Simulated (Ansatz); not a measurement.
# How Nb(110) screens a field, part 2 of 2

Wanted: the response of a Nb(110) slab to a perpendicular field.

Ansatz 0.2.0; plane-wave DFT, PBE, Ansatz PAW.

So far. Step 7 (Single point, field 0.2 V/Å): The dipole is 0.116 e·Å. Step 8 (Atoms held, field -0.2 V/Å): The dipole is -0.116 e·Å.

**9. Atoms held, field 0.4 V/Å**

The input, input.yaml:

```yaml
crystal:
  lattice:
    - [2.3334523779, -1.65, 0.0]
    - [2.3334523779, 1.65, 0.0]
    - [0.0, 0.0, 27.3338095117]
  atoms:
    - { symbol: Nb, position: [0.0, 0.0, 0.3292625565] }
    - { symbol: Nb, position: [0.5, 0.5, 0.4146312783] }
    - { symbol: Nb, position: [0.0, 0.0, 0.5] }
    - { symbol: Nb, position: [0.5, 0.5, 0.5853687217] }
    - { symbol: Nb, position: [0.0, 0.0, 0.6707374435] }
kpoints:
  mp_grid: { grid: [18, 18, 1] }
hamiltonian:
  xc: pbe
scf:
  occupations: { method: fermi_dirac, width: 0.1 }
  convergence: { dr2_threshold: 1.0e-10 }
efield:
  axis: 3
  dipole_correction: true
  ramp_position: 0.97
  ramp_width: 0.06
  amplitude: 0.4
output:
  forces: true
  write_potential: true
  write_density: true
  volumetric_format: npy
  elf: true
```

On the command line:

```
$ ansatz run input.yaml --threads 2 --pin off --max-ram 3072MiB --backend cpu --events-out ev --progress --plain --runs-dir out
```

Numbers of over 12 decimals in the logs are rounded to 6 here.

The program printed:

```text
[...]
Crystal: 5 atoms, lattice volume = 210.481 Å³
Basis set: ecut = 420 eV, 4137 PW (Γ), exchange–correlation on 40×40×384 points (8 copies of the dense FFT grid, shifted against one another)
Bands: 39, of which v1, the nominal top of the filled ones, is band 33 counted from 1 (32 counted from 0)
Symmetry: 4 space group operations
k-points: 91 of 324
[...]
k-point 0: bands = [... 29 lower, 4.7993, 4.8522, 5.2602, 5.2955, 5.4013, 5.7527, 5.9665, 6.5437, ... 2 higher]
  k-point 1: bands = [... 29 lower, 4.7905, 4.8491, 5.1543, 5.2831, 5.4191, 5.7810, 5.8323, 6.6183, ... 2 higher]
  k-point 2: bands = [... 29 lower, 4.6866, 4.8481, 4.9577, 5.1545, 5.4985, 5.6149, 5.8760, 6.1989, ... 2 higher]
  k-point 90: bands = [... 29 lower, 4.6191, 5.0473, 6.0311, 6.9211, 6.9738, 7.0300, 7.8357, 7.9306, ... 2 higher]
[key lines of the parts left out:]
SCF converged after 13 iterations
Free energy (F): -22759.549836 eV
Fermi energy:    5.151608 eV
Dipole field:    D = 0.200435 V/Å  (p = 0.233145 e·Å, saw-weighted, corrected)
```

Run time: 57 s. Hardware: 2 threads of Arm Neoverse V1, shared host; peak memory 0.73 GiB; 1.9 min of CPU time.

Running mean over 2.333 Å of the planar mean, with the applied field; the ramp of the sawtooth is left out. Table of electron's electrostatic potential energy less the Fermi level by z:

```
z (Å)  electron's electrostatic potential energy less the Fermi level (eV)
  3.5                                                                 3.25
  4.0                                                                 3.44
  4.5                                                                 3.64
  5.0                                                                 3.82
  5.5                                                                 3.96
  6.0                                                                 4.00
  6.5                                                                 3.76
  7.0                                                                 2.71
  7.5                                                               -0.556
  8.0                                                                -5.85
  8.5                                                                -9.84
  9.0                                                                -11.0
  9.5                                                                -11.1
 10.0                                                                -11.0
 10.5                                                                -10.9
 11.0                                                                -10.9
 11.5                                                                -10.9
 12.0                                                                -10.9
 12.5                                                                -10.9
 13.0                                                                -10.9
 13.5                                                                -10.9
 14.0                                                                -10.9
 14.5                                                                -10.9
 15.0                                                                -10.9
 15.5                                                                -10.9
 16.0                                                                -10.9
 16.5                                                                -10.9
 17.0                                                                -10.9
 17.5                                                                -11.0
 18.0                                                                -11.1
 18.5                                                                -10.9
 19.0                                                                -8.86
 19.5                                                                -4.04
 20.0                                                                0.957
 20.5                                                                 3.51
 21.0                                                                 4.43
 21.5                                                                 4.87
 22.0                                                                 5.14
 22.5                                                                 5.36
 23.0                                                                 5.57
 23.5                                                                 5.77
 24.0                                                                 5.97
```

The dipole is 0.233 e·Å.

**10. The response**

This step: plane-wave DFT, PBE, Ansatz PAW; screening of a field by a metal slab (Ansatz 0.2.0).

The dipoles give the slope, and the difference of two potentials shows where the field is screened.

This step gave:

* equivalent conductor thickness p/(ε₀AE): 13.68 Å
* distance between the outer atoms: 9.334 Å
* inner field over outer field: 0.003411
* image plane, upper face: 2.171 Å
* induced electrons on the upper face over ε₀E: -1.0000
* image plane, lower face: 2.172 Å
* induced electrons on the lower face over ε₀E: 0.9999

Dipole of the cell against applied field:

```
applied field (V/Å)  dipole of the cell (e·Å)
             -0.200                    -0.116
             -0.100                   -0.0582
             -0.050                   -0.0291
              0.000                   -2.8e-7
              0.050                    0.0291
              0.100                    0.0582
              0.200                     0.116
              0.400                     0.233
```

Local field over the applied field, running mean. From the potentials at -0.05 and 0.05 V/Å; running mean over 2.333 Å. Table of local field over applied field by z:

```
z (Å)  local field over applied field
    5                           0.964
    6                           0.829
    7                           0.469
    8                           0.103
    9                         -0.0358
   10                        -0.00289
   11                         -8.8e-4
   12                         0.00311
   13                         0.00294
   14                         0.00468
   15                         0.00193
   16                         0.00107
   17                         -9.0e-4
   18                         -0.0276
   19                          0.0277
   20                           0.327
   21                           0.734
   22                           0.937
   23                           0.988
```

Electrons, planar mean, per unit field. Induced electron density against z:

```
z (Å)  induced electron density (e/Å³ per V/Å)
  4.5                                   8.3e-5
  5.0                                   2.0e-4
  5.5                                   4.5e-4
  6.0                                   9.7e-4
  6.5                                  0.00193
  7.0                                  0.00318
  7.5                                  0.00371
  8.0                                  0.00194
  8.5                                 -0.00118
  9.0                                  -3.4e-4
  9.5                                   2.2e-4
 10.0                                  -8.9e-5
 10.5                                  -1.8e-4
 11.0                                   3.5e-5
 11.5                                   1.3e-4
 12.0                                  -5.5e-5
 12.5                                  -1.3e-4
 13.0                                   7.8e-5
 13.5                                   3.0e-5
 14.0                                  -9.7e-5
 14.5                                   2.2e-5
 15.0                                   1.1e-4
 15.5                                   5.6e-5
 16.0                                  -2.5e-4
 16.5                                   1.2e-4
 17.0                                   1.7e-4
 17.5                                  -5.9e-5
 18.0                                  -8.5e-6
 18.5                                   5.7e-4
 19.0                                   5.1e-4
 19.5                                 -0.00289
 20.0                                 -0.00370
 20.5                                 -0.00278
 21.0                                 -0.00156
 21.5                                  -7.5e-4
 22.0                                  -3.5e-4
 22.5                                  -1.5e-4
 23.0                                  -6.2e-5
```

By hand: between -0.05 and 0.05 V/Å the dipole changes by 0.05823 e·Å, a slope of 0.5823 e·Å²/V. A perfect conductor of thickness t has p = ε₀AEt, so t = 180.95 × 0.5823 / 7.700 = 13.68 Å (e/ε₀ = 180.95 V·Å, A in Å²). Less the 9.33 Å between the outer atoms, and halved, that puts each image plane 2.17 Å out.

The induced dipole is that of a conductor 13.68 Å thick.

**11. The same run with other settings**

This step: plane-wave DFT, PBE, Ansatz PAW (Ansatz 0.2.0).

An input spoilt on purpose, to show how the run answers: it repeats the earlier run at 0.05 V/Å with efield.axis from 3 to 1, and scf.max_iter set to 50.

input.yaml, as its differences from that of step 9:

```diff
@@ -18,4 +18,5 @@
   convergence: { dr2_threshold: 1.0e-10 }
+  max_iter: 50
 efield:
-  axis: 3
+  axis: 1
   dipole_correction: true
@@ -23,3 +24,3 @@
   ramp_width: 0.06
-  amplitude: 0.4
+  amplitude: 0.05
 output:
@@ -29,2 +30 @@
   volumetric_format: npy
-  elf: true
```

The program printed:

```text
Engine: ansatz 0.2.0, aarch64-unknown-linux-gnu
Pseudopotentials: kind: paw
Pseudopotential: Nb, paw, valence charge 13, recommended cutoff 420 eV (normal), Nb.paw.azcp
Functional definition: PBE
  parameter kappa = 0.804
  parameter beta = 0.066725
  exchange = pbe_x(kappa = kappa, mu = beta*pi^2/3)
  correlation = pbe_c(beta = beta)
Crystal: 5 atoms, lattice volume = 210.481 Å³
Basis set: ecut = 420 eV, 4137 PW (Γ), exchange–correlation on 40×40×384 points (8 copies of the dense FFT grid, shifted against one another)
Bands: 39, of which v1, the nominal top of the filled ones, is band 33 counted from 1 (32 counted from 0)
Symmetry: 2 space group operations
k-points: 164 of 324 (time reversal used)
Non-local potential: Nb, projectors of the file, l = 0: 3, l = 1: 2, l = 2: 2, l = 3: 1
PAW form: soft (Blöchl's): semilocal exchange-correlation on the pseudo side does not see the compensation charge
PAW one-centre angular grid: Nb, 590 points (default); XC on 64 Gauss nodes
Initial density: superposition of atomic densities (neutral atoms: chi_scale 0, normalization atom, screened)
Initial wavefunctions: pseudopotential atomic-orbital guess
Functional: x = pbe(κ = 0.804, μ = 0.219515), c = pbe(β = 0.066725)
Error: efield: ion 0 (Nb) at fractional coordinate 0.0000 along the field axis lies inside the sawtooth ramp with 2 of the planes that the density is read on at each end, [0.8700, 0.1300] — the ramp must sit in vacuum (an ion there feels the fictitious reversed slope); set or move the ramp (efield.ramp_position / ramp_width) or move the geometry
```

Wall time 0.49 s (2 threads); peak memory 0.63 GiB.

The program refused the input before any cycle.

The program's message: “Error: efield: ion 0 (Nb) at fractional coordinate 0.0000 along the field axis lies inside the sawtooth ramp with 2 of the planes that the density is read on at each end, [0.8700, 0.1300] — the ramp m …”

The fault put into the input: the field along an axis without vacuum.

**12. The same run with other settings**

Another changed input: it repeats the earlier run at 0.05 V/Å with efield.amplitude from 0.05 to 0.3 and efield.dipole_correction from true to false.

input.yaml, as its differences from that of step 11:

```diff
@@ -18,9 +18,8 @@
   convergence: { dr2_threshold: 1.0e-10 }
-  max_iter: 50
 efield:
-  axis: 1
-  dipole_correction: true
+  axis: 3
+  dipole_correction: false
   ramp_position: 0.97
   ramp_width: 0.06
-  amplitude: 0.05
+  amplitude: 0.3
 output:
```

The program printed:

```text
[...]
Crystal: 5 atoms, lattice volume = 210.481 Å³
Basis set: ecut = 420 eV, 4137 PW (Γ), exchange–correlation on 40×40×384 points (8 copies of the dense FFT grid, shifted against one another)
Bands: 39, of which v1, the nominal top of the filled ones, is band 33 counted from 1 (32 counted from 0)
Symmetry: 4 space group operations
k-points: 91 of 324
[...]
SCF iter   1: F=—  HF=-22763.598805 eV  |F-HF|=—  |Δ(HF+E_count)|=         —  Δρ=5.60e-2  dr2=4.08e2  ethr=1.77e-3  p=-0.000 e·Å  V_vac-E_F(+/−)=8.49/1.42 eV  ⟨swp⟩=8.9  Hψ=18003  notcnv=0
[...]
SCF iter  13: F=-22759.555816 eV  HF=-22759.555816 eV  |F-HF|=2.04e-10  |Δ(HF+E_count)|=  7.20e-10  Δρ=1.28e-7  dr2=3.52e-11  ethr=1.00e-12  p=0.351 e·Å  V_vac-E_F(+/−)=7.81/1.88 eV  ⟨swp⟩=15.6  Hψ=24281  notcnv=0
SCF 1 converged in 13 iterations: F = -22759.555816 eV  dr2 = 3.52e-11
[...]
SCF converged after 13 iterations
Free energy (F): -22759.555816 eV
[...]
Internal energy: -22759.320448 eV  (E = F + TS)
E sigma→0 (E₀):  -22759.438132 eV
Entropy (-TS):   -0.235369 eV (-47.074 meV/atom)
Fermi energy:    5.136699 eV
Dipole field:    D = 0.302139 V/Å  (p = 0.351446 e·Å, saw-weighted)
Work function:   not extracted (applied field tilts the vacuum); planar V_es + V_field profile in the machine report
[...]
--- Forces (eV/Å), atoms counted from 1 ---
  atom   1  Nb     0.00000000     0.00000000     0.29348562
  atom   2  Nb     0.00000000     0.00000000    -0.36091917
  atom   3  Nb     0.00000000     0.00000000    -0.01243868
  atom   4  Nb     0.00000000     0.00000000     0.39220172
  atom   5  Nb     0.00000000     0.00000000    -0.31231649
  max |Σ_I F_I| component: 1.30e-5 eV/Å
--- Band table (eV; the first three rows and the last of 91) ---
  k-point 0: bands = [... 29 lower, 4.7842, 4.8536, 5.2450, 5.2806, 5.3866, 5.7378, 5.9498, 6.5285, ... 2 higher]
  k-point 1: bands = [... 29 lower, 4.7797, 4.8422, 5.1392, 5.2682, 5.4044, 5.7627, 5.8197, 6.5992, ... 2 higher]
  k-point 2: bands = [... 29 lower, 4.6765, 4.8333, 4.9426, 5.1397, 5.4823, 5.5988, 5.8623, 6.1842, ... 2 higher]
  k-point 90: bands = [... 29 lower, 4.6039, 5.0325, 6.0159, 6.9060, 6.9591, 7.0151, 7.8205, 7.9157, ... 2 higher]
```

The job ended after 58 s (2 threads; peak memory 0.75 GiB).

```
                     quantity  this run  earlier run  difference
dipole along the normal (e·Å)    0.3514      0.02911        0.32
```

The applied field differs, and the slope found earlier predicts a dipole of 0.175 e·Å; this run gives 0.351 e·Å, 0.18 e·Å more.

With the dipole correction off, the periodic images add a field of their own to the typed one.

These numbers are not those of the isolated slab.

**13. Summary of results**

```json
{
 "work function": "4.55 eV",
 "image plane, upper face": "2.17 Å",
 "induced electrons on the upper face over ε₀E": "-1.000",
 "equivalent conductor thickness p/(ε₀AE)": "13.7 Å",
 "inner field over outer field": "0.00341"
}
```

The induced charge has its centre 2.17 Å outside the outermost atoms; this is the plane from which a capacitor's gap or an image potential counts. The equivalent conductor thickness exceeds the distance between the outer atoms by 4.35 Å, about the sum of the two image-plane distances. In the middle of the slab the field is screened to under 0.5 % of its outer value. The atoms are held at bulk positions with the tabulated experimental lattice constant.

[Logs are printed without paths, hosts, clocks, repeated set-up lines and the standing remarks that a program may print on its own settings, such as how far it seeks lower states.]

[Hosts, paths, dates, database ids (printed as entryN), source tags and the programs' standing remarks are cut or masked in the printed files.]

[Maps of the electrostatic potential energy from Ansatz leave out the sawtooth potential of an applied field or a dipole correction, so their vacuum need not be flat; planar profiles and work functions include it.]
